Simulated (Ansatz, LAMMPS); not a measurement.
# Amorphous 58HfO2-42Al2O3 (mol %) (92 atoms): geometry optimisation, part 2 of 4

How does amorphous 58HfO2-42Al2O3 (mol %) (92 atoms) relax, and what do bonds, charges and levels look like afterwards?

Ansatz 0.2.0; Kohn-Sham DFT, PBE, PAW (set soft_2), plane waves.

The cell: 14 Hf, 20 Al and 58 O. The quench rate of 50 K/ps is many orders above laboratory rates. The starting topology of bonds comes from the classical model. Only the Γ point is sampled in the main run, in a cell whose shortest periodic width is 10 Å. No spin–orbit coupling is included.

So far. Step 3 (Single point at the start): Neighbours are counted within 2.19 Å (O-Al), 2.82 Å (O-Hf).

### 4. Cell and atoms relaxed

The cell is relaxed with the atoms, since the starting lattice needn't suit this functional.

File input.yaml:

```yaml
crystal:
  lattice:
    - [10.4183, 0.0, 0.0]
    - [0.0, 10.4183, 0.0]
    - [0.0, 0.0, 10.4183]
  atoms:
    [... the 92 atom lines of step 3 ...]
kpoints:
  mp_grid: { grid: [1, 1, 1] }
hamiltonian:
  xc: pbe
scf:
  occupations: { method: fermi_dirac, width: 0.025 }
output:
  forces: true
relax:
  f_tol: 0.04
  max_steps: 250
  cell: {}
```

Command:

```console
$ ansatz run input.yaml --threads 4 --pin off --max-ram 8192MiB --backend cpu --events-out ev --progress --plain --runs-dir out
```

Numbers of over 12 decimals in the logs are rounded to 6 here.

Log:

```text
[...]
Crystal: 92 atoms, lattice volume = 1130.812 Å³
Basis set: ecut = 420 eV, 22119 PW (Γ), exchange–correlation on 144×144×144 points (8 copies of the dense FFT grid, shifted against one another)
Bands: 478, of which v1, the nominal top of the filled ones, is band 386 counted from 1 (385 counted from 0)
Symmetry: 1 space group operations
[...]
k-points: 1
[...]
SCF iter   1: F=—  HF=-263895.271683 eV  |F-HF|=—  |Δ(HF+E_count)|=         —  Δρ=3.30e-3  dr2=1.71e-1  ethr=1.77e-3  ⟨swp⟩=6.0  Hψ=1787  notcnv=0  defer=70
[...]
SCF iter  10: F=-263895.258883 eV  HF=-263895.258883 eV  |F-HF|=2.17e-8  |Δ(HF+E_count)|=   1.47e-7  Δρ=2.53e-6  dr2=6.78e-8  ethr=1.30e-11  ⟨swp⟩=4.0  Hψ=1521  notcnv=0
SCF 1 converged in 10 iterations: F = -263895.258883 eV  dr2 = 6.78e-8
[...]
relax step   1: F+E_penalty+E_count = -263895.25888255 eV  Δ(F+E_penalty+E_count) = +0.000e0 eV  max|allowed force component| = 2.306e0 eV/Å  Δτ_max = 0.0000 Å  P = -2.451 GPa  Ω = 1130.812 Å³  (10 SCF iters, dr2 threshold 1.00e-7 eV, accepted)
[... from here on, the SCF cycles and remarks between the steps are left out ...]
relax step   2: F+E_penalty+E_count = -263896.87014200 eV  Δ(F+E_penalty+E_count) = -1.611e0 eV  max|allowed force component| = 8.749e-1 eV/Å  Δτ_max = 0.1312 Å  P = +1.408 GPa  Ω = 1102.015 Å³  energy of the carried Pulay correction = +1.193e-1 eV  (9 SCF iters, dr2 threshold 9.20e-6 eV, accepted)
relax step   3: F+E_penalty+E_count = -263897.45701507 eV  Δ(F+E_penalty+E_count) = -5.869e-1 eV  max|allowed force component| = 7.459e-1 eV/Å  Δτ_max = 0.0626 Å  P = +0.670 GPa  Ω = 1104.676 Å³  energy of the carried Pulay correction = +1.081e-1 eV  (7 SCF iters, dr2 threshold 9.20e-6 eV, accepted)
relax step   4: F+E_penalty+E_count = -263898.20212878 eV  Δ(F+E_penalty+E_count) = -7.451e-1 eV  max|allowed force component| = 3.243e-1 eV/Å  Δτ_max = 0.2000 Å  P = +0.134 GPa  Ω = 1101.621 Å³  energy of the carried Pulay correction = +1.209e-1 eV  (8 SCF iters, dr2 threshold 9.20e-6 eV, accepted)
relax step   5: F+E_penalty+E_count = -263898.43622598 eV  Δ(F+E_penalty+E_count) = -2.341e-1 eV  max|allowed force component| = 2.045e-1 eV/Å  Δτ_max = 0.2000 Å  P = -0.092 GPa  Ω = 1101.884 Å³  energy of the carried Pulay correction = +1.198e-1 eV  (8 SCF iters, dr2 threshold 6.57e-6 eV, accepted)
relax step   6: F+E_penalty+E_count = -263898.52667346 eV  Δ(F+E_penalty+E_count) = -9.045e-2 eV  max|allowed force component| = 1.767e-1 eV/Å  Δτ_max = 0.2000 Å  P = +0.044 GPa  Ω = 1100.352 Å³  energy of the carried Pulay correction = +1.263e-1 eV  (8 SCF iters, dr2 threshold 2.61e-6 eV, accepted)
relax step   7: F+E_penalty+E_count = -263898.54512615 eV  Δ(F+E_penalty+E_count) = -1.845e-2 eV  max|allowed force component| = 3.971e-2 eV/Å  Δτ_max = 0.0379 Å  P = +0.001 GPa  Ω = 1100.032 Å³  energy of the carried Pulay correction = +1.276e-1 eV  (7 SCF iters, dr2 threshold 1.95e-6 eV, accepted)
relax step   8: F+E_penalty+E_count = -263898.46920158 eV  Δ(F+E_penalty+E_count) = +7.592e-2 eV  max|allowed force component| = 3.961e-2 eV/Å  Δτ_max = 0.0000 Å  P = -0.141 GPa  Ω = 1100.032 Å³  stress off target by 3.23e-1 GPa  SCF on the basis re-selected at this cell (its energy is not comparable with the rows above)  (8 SCF iters)
relax step   9: F+E_penalty+E_count = -263898.47767442 eV  Δ(F+E_penalty+E_count) = -8.473e-3 eV  max|allowed force component| = 3.072e-2 eV/Å  Δτ_max = 0.0135 Å  P = -0.005 GPa  Ω = 1098.974 Å³  energy of the carried Pulay correction = +4.662e-3 eV  (7 SCF iters, dr2 threshold 2.60e-7 eV, accepted)
relax step  10: F+E_penalty+E_count = -263898.47755172 eV  Δ(F+E_penalty+E_count) = +1.227e-4 eV  max|allowed force component| = 3.073e-2 eV/Å  Δτ_max = 0.0000 Å  P = -0.009 GPa  Ω = 1098.974 Å³  stress off target by 2.04e-2 GPa  SCF on the basis re-selected at this cell (its energy is not comparable with the rows above)  (6 SCF iters)
[...]
SCF converged after 6 iterations
Free energy (F): -263898.477552 eV
[...]
Internal energy: -263898.477552 eV  (E = F + TS)
E sigma→0 (E₀):  -263898.477552 eV
Fermi energy:    10.446157 eV
[...]
--- Forces (eV/Å), atoms counted from 1 ---
  atom   1  Hf     0.00429797     0.00265314     0.00458831
  atom   2  Hf    -0.00228975    -0.00430902    -0.00465060
  atom   3  Hf    -0.00988212     0.00965635     0.01726826
  atom   4  Hf    -0.01374629    -0.00106622     0.00226063
  atom   5  Hf     0.01208220     0.00795350     0.00389491
  atom   6  Hf     0.01886849     0.00865993     0.00447723
  atom   7  Hf     0.01321861     0.00118185     0.00521650
  atom   8  Hf    -0.00169802     0.00675265    -0.00279594
  atom   9  Hf    -0.01368747    -0.01112884     0.00126701
  atom  10  Hf    -0.00058750    -0.00185987    -0.00036695
  atom  11  Hf    -0.01156578     0.01551475     0.00033656
  atom  12  Hf     0.01148966     0.00241616    -0.00041418
  atom  13  Hf     0.03073144     0.00754764     0.00515422
  atom  14  Hf    -0.01560236     0.00348769     0.00144157
[...]
atom  91  O      0.00805302    -0.00104192    -0.00799081
  atom  92  O     -0.00071475    -0.00841180    -0.00096452
  max |Σ_I F_I| component: 5.38e-5 eV/Å
--- Stress (GPa, compression-positive) ---
       -0.012109       0.005646       0.009324
        0.005642      -0.010346       0.000391
        0.009326       0.000394      -0.004045
  P = ⅓ Tr σ = -0.0088 GPa (-0.088 kbar)
--- Relaxed structure (8 steps of the walk, 8 accepted, 2 SCFs on fresh bases) ---
  F+E_penalty+E_count = -263898.47755172 eV   max|allowed force component| = 3.073e-2 eV/Å   (the final SCF, on the basis selected at the relaxed cell)
  cell:  # Å, volume = 1098.9739 Å³
    - [10.153745, 0.147937, -0.179896]
    - [0.147937, 10.407670, -0.108441]
    - [-0.179896, -0.108441, 10.405801]
  atoms:
    - { symbol: Hf, position: [0.582599, 0.00871163, 0.00377418] }
    - { symbol: Hf, position: [0.372446, 0.665920, 0.481416] }
    - { symbol: Hf, position: [0.885364, 0.124071, 0.474375] }
    - { symbol: Hf, position: [0.844657, 0.656400, 0.360194] }
[...]
- { symbol: O, position: [0.250919, 0.814664, 0.574943] }
```

Wall time 2.4 min (4 threads of Arm Neoverse V2, shared host); peak memory 1.7 GiB.

Step by step:

| step | energy less that of the first step (eV) | largest force component (eV/Å) | pressure (GPa) | volume (Å³) |
| --- | --- | --- | --- | --- |
| 1 | 0.0000 | 2.3056 | -2.45 | 1130.81 |
| 2 | -1.6113 | 0.8749 | 1.41 | 1102.01 |
| 3 | -2.1981 | 0.7459 | 0.67 | 1104.68 |
| 4 | -2.9432 | 0.3243 | 0.13 | 1101.62 |
| 5 | -3.1773 | 0.2045 | -0.09 | 1101.88 |
| 6 | -3.2678 | 0.1767 | 0.04 | 1100.35 |
| 7 | -3.2862 | 0.0397 | 0.00 | 1100.03 |
| 8* | -3.2103 | 0.0396 | -0.14 | 1100.03 |
| 9 | -3.2188 | 0.0307 | -0.01 | 1098.97 |
| 10* | -3.2187 | 0.0307 | -0.01 | 1098.97 |

Relaxation steps marked * repeat the geometry before them on a plane-wave basis chosen anew for their cell, so energy and pressure can jump there.

| cell as run | before | after | change |
| --- | --- | --- | --- |
| a (Å) | 10.418 | 10.156 | -2.5 % |
| b (Å) | 10.418 | 10.409 | -0.1 % |
| c (Å) | 10.418 | 10.408 | -0.1 % |
| α (°) | 90.00 | 91.21 | +1.3 % |
| β (°) | 90.00 | 92.01 | +2.2 % |
| γ (°) | 90.00 | 88.34 | -1.8 % |
| volume (Å³/atom) | 12.29 | 11.95 | -2.8 % |

The atoms that moved most (Å, as changes of fractional coordinates times the final cell):

| atom | dx | dy | dz | length |
| --- | --- | --- | --- | --- |
| O67 | -0.258 | 0.271 | -0.525 | 0.644 |
| O56 | -0.360 | 0.118 | -0.189 | 0.423 |
| Hf10 | 0.082 | -0.027 | -0.351 | 0.361 |
| O36 | -0.252 | 0.184 | -0.080 | 0.323 |
| Al23 | 0.030 | 0.080 | -0.282 | 0.295 |
| O39 | -0.008 | 0.066 | -0.285 | 0.293 |
| Al22 | 0.067 | 0.047 | 0.273 | 0.285 |
| O82 | 0.236 | -0.012 | 0.154 | 0.282 |

The relaxation changed the energy by -35.0 meV/atom, and atoms moved by 0.18 Å r.m.s., 0.64 Å at most.

### 5. Distances and neighbours after relaxation

Bonds before and after, by the cutoffs listed below:

| pair | bonds before | bonds after | mean before (Å) | mean after (Å) | spread before (Å) | spread after (Å) |
| --- | --- | --- | --- | --- | --- | --- |
| O-Al | 88 | 90 | 1.848 | 1.847 | 0.144 | 0.090 |
| O-Hf | 86 | 87 | 2.149 | 2.133 | 0.111 | 0.116 |

Density 5.99 g/cm³, 11.95 Å³ an atom.

g(r), total and by pair (bins of 0.2 Å):

| r (Å) | total | O-O | O-Al | O-Hf | Al-Al | Al-Hf | Hf-Hf |
| --- | --- | --- | --- | --- | --- | --- | --- |
| 1.70 | 0.93 | 0.00 | 3.37 | 0.00 | 0.00 | 0.00 | 0.00 |
| 1.90 | 1.71 | 0.00 | 5.95 | 0.42 | 0.00 | 0.00 | 0.00 |
| 2.10 | 1.77 | 0.00 | 0.55 | 8.45 | 0.00 | 0.00 | 0.00 |
| 2.30 | 0.28 | 0.00 | 0.15 | 1.26 | 0.00 | 0.00 | 0.00 |
| 2.50 | 0.50 | 1.18 | 0.00 | 0.18 | 0.00 | 0.00 | 0.00 |
| 2.70 | 0.94 | 2.12 | 0.15 | 0.07 | 0.89 | 0.00 | 0.00 |
| 2.90 | 1.48 | 2.87 | 0.53 | 0.00 | 2.29 | 1.28 | 0.00 |
| 3.10 | 1.13 | 1.99 | 0.43 | 0.06 | 2.47 | 1.28 | 0.49 |
| 3.30 | 0.93 | 0.83 | 0.66 | 0.44 | 2.18 | 2.42 | 2.83 |
| 3.50 | 1.01 | 0.67 | 1.11 | 0.56 | 1.43 | 3.58 | 1.09 |
| 3.70 | 0.95 | 0.51 | 1.40 | 0.89 | 0.79 | 1.58 | 1.99 |
| 3.90 | 1.00 | 0.68 | 1.29 | 1.34 | 0.00 | 0.53 | 3.57 |
| 4.10 | 0.90 | 0.74 | 1.17 | 1.35 | 0.25 | 0.10 | 0.27 |
| 4.30 | 1.06 | 0.63 | 1.63 | 1.28 | 1.54 | 0.51 | 0.25 |
| 4.50 | 0.94 | 0.63 | 1.21 | 1.51 | 1.08 | 0.23 | 0.22 |
| 4.70 | 1.15 | 1.00 | 1.41 | 1.54 | 0.50 | 0.65 | 0.20 |
| 4.90 | 0.95 | 0.99 | 0.67 | 1.21 | 1.00 | 0.98 | 0.91 |

Bonds by pair of elements; cutoffs follow the first minimum of g(r), held within bounds set by covalent radii, and pairs that aren't listed don't count as bonded:

| pair A-B | cutoff (Å) | bonds | mean length (Å) | spread (Å) | shortest (Å) | B about A | A about B |
| --- | --- | --- | --- | --- | --- | --- | --- |
| O-Al | 2.48 | 90 | 1.85 | 0.09 | 1.73 | 1.55 | 4.5 |
| O-Hf | 2.82 | 87 | 2.13 | 0.116 | 1.93 | 1.5 | 6.21 |

How many atoms have how many bonded neighbours:

| element | mean | 2 | 3 | 4 | 5 | 6 | 7 |
| --- | --- | --- | --- | --- | --- | --- | --- |
| Al | 4.5 | 0 | 0 | 10 | 10 | 0 | 0 |
| Hf | 6.21 | 0 | 0 | 0 | 0 | 11 | 3 |
| O | 3.05 | 2 | 51 | 5 | 0 | 0 | 0 |

Bond angles (no mean is given where the spread exceeds 20°):

| angle | count | mean (°) | spread (°) |
| --- | --- | --- | --- |
| O-Hf-O | 228 | - | - |
| O-Al-O | 160 | - | - |
| Al-O-Hf | 97 | 117 | 17.6 |
| Al-O-Al | 47 | 116 | 15.1 |
| Hf-O-Hf | 41 | 117 | 17.7 |

Oxygen atoms by the number of network formers (Si, P, Ge, B, Al, As, Ga) bound to them:

| network formers bound to O | O atoms | per cent |
| --- | --- | --- |
| 0 | 5 | 8.6 |
| 1 | 25 | 43.1 |
| 2 | 20 | 34.5 |
| 3 | 7 | 12.1 |
| 4 | 1 | 1.7 |

Network units: each former by its oxygen neighbours and how many of them bridge to another former:

| former | O neighbours | bridging O | atoms |
| --- | --- | --- | --- |
| Al | 4 | 2 | 6 |
| Al | 4 | 3 | 1 |
| Al | 4 | 4 | 3 |
| Al | 5 | 2 | 2 |
| Al | 5 | 3 | 2 |
| Al | 5 | 4 | 2 |
| Al | 5 | 5 | 4 |

Bond length by coordination (bonds to H left out):

| element | coordination | atoms | mean bond length (Å) |
| --- | --- | --- | --- |
| Al | 4 | 10 | 1.79 |
| Al | 5 | 10 | 1.89 |
| Hf | 6 | 11 | 2.12 |
| Hf | 7 | 3 | 2.19 |
| O | 2 | 2 | 1.85 |
| O | 3 | 51 | 1.98 |
| O | 4 | 5 | 2.08 |

For some of the pairs, g(r) has its first main peak near 2.9 Å (O-O), 1.8 Å (O-Al), 2.1 Å (O-Hf) and 3.0 Å (Al-Al). Counting bonds as in the table, 50 % of Al atoms have 4 and as many 5, 79 % of Hf atoms have 6 and 88 % of O atoms have 3 bonded neighbours. Counting bonds to Al alone, not to Hf, 34 % of the oxygens join two of these atoms and 43 % one; 12 % join three; 2 % join four; 9 % join none. The commonest Al unit has 4 oxygens, 2 of them shared with other formers (6 of 20 atoms).

[end of part 2 of 4]

[Logs are printed without paths, hosts, clocks, repeated set-up lines and the standing remarks that a program may print on its own settings, such as how far it seeks lower states.]

[Hosts, paths, dates, database ids (printed as entryN), source tags and the programs' standing remarks are cut or masked in the printed files.]
